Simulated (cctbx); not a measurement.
## Reading a Patterson map

Space group P6_3 (no. 173), a = 10.5940 Å, b = 10.5940 Å, c = 6.3460 Å, α = 90.00°, β = 90.00°, γ = 120.00°, content La6 Te14 Ni2 V2.

The data are simulated with cctbx, not measured: synchrotron X-rays, λ = 0.6889 Å, to d = 0.75 Å, 50 % of the full sphere, strongest reflection 5000 counts, noise from counting, a 6 % proportional error and a noise floor of 4 counts (s.d.); no absorption.

Patterson synthesis from sharpened amplitudes, origin scaled to 1000:

```text
Patterson group P 6/m
      u       v       w   height  length (A)
  0.000   0.000   0.000   1000.0     0.00
  0.000   0.500   0.500    145.4     6.17
  0.135   0.610   0.500    119.0     5.93
  0.136   0.393   0.500     96.4     4.85
  0.124   0.464   0.000     90.9     4.41
  0.086   0.363   0.000     85.1     3.48
  0.229   0.644   0.000     79.8     5.41
  0.066   0.670   0.000     74.7     3.90
  0.048   0.151   0.500     73.5     3.47
  0.110   0.762   0.000     72.1     3.27
  0.197   0.487   0.500     71.2     5.50
  0.084   0.246   0.500     66.4     3.91
  0.016   0.707   0.000     63.5     3.19
  0.333   0.667   0.500     61.9     6.89
```

**Question.** Which atom pairs make the peaks, and where is the heaviest atom?

A peak at u stands for all pairs with xi − xj = u, with weight Σ ZiZj against Σ Z² = 59976 at the origin. Peak heights follow these weights only roughly, since form factors, motion and series ripples differ, all vectors within 0.55 Å of a peak are counted as merged into it though the farther ones add only part of their weight, and F(000) is left out, which lowers the whole map:

| u | v | w | shortest length (Å) | height | 1000 ΣZiZj/ΣZ² | pairs in the cell |
| --- | --- | --- | --- | --- | --- | --- |
| 0.000 | 0.500 | 0.500 | 6.17 | 145 | 198 | 4 × La–Te |
| 0.135 | 0.610 | 0.500 | 5.92 | 119 | 229 | 2 × La–Te, 2 × Te–Te, 2 × Te–V |
| 0.136 | 0.393 | 0.500 | 4.85 | 96 | 108 | 2 × La–La |
| 0.124 | 0.464 | 0.000 | 4.41 | 91 | 108 | 2 × La–La |
| 0.086 | 0.363 | 0.000 | 3.48 | 85 | 90 | 2 × Te–Te |
| 0.229 | 0.644 | 0.000 | 5.41 | 80 | 99 | 2 × La–Te |
| 0.066 | 0.670 | 0.000 | 3.89 | 75 | 90 | 2 × Te–Te |
| 0.048 | 0.151 | 0.500 | 3.47 | 74 | 99 | 2 × La–Te |
| 0.110 | 0.762 | 0.000 | 3.26 | 72 | 99 | 2 × La–Te |
| 0.197 | 0.487 | 0.500 | 5.50 | 71 | 99 | 1 × La–La, 1 × Te–Te |

The table stops at ten peaks or at a height of 45, below which ripples compete. In the model behind the data La, the heaviest element, has 1 independent site: (0.3966, 0.2584, 0.7505), up to an allowed shift of origin; the La–La vectors are differences of these positions and their symmetry mates. Elements of similar Z can't be told apart from the map alone. The whole model:

| atom | mult. | x | y | z | Ueq (Å²) |
| --- | --- | --- | --- | --- | --- |
| La1 | 6 | 0.3966 | 0.2584 | 0.7505 | 0.0024 |
| Te1 | 2 | 2/3 | 1/3 | 0.5202 | 0.0027 |
| Te2 | 6 | 0.5138 | 0.1141 | 0.0319 | 0.0028 |
| Te3 | 6 | 0.2401 | 0.1528 | 0.2729 | 0.0032 |
| Ni1 | 2 | 2/3 | 1/3 | 0.1611 | 0.0037 |
| V1 | 2 | 0 | 0 | 0.5138 | 0.0043 |

The model is made up (kin elements in a known structure type, no relaxation), so it says nothing on whether the phase exists.

[Logs are printed without paths, hosts, clocks, repeated set-up lines and the standing remarks that a program may print on its own settings, such as how far it seeks lower states.]
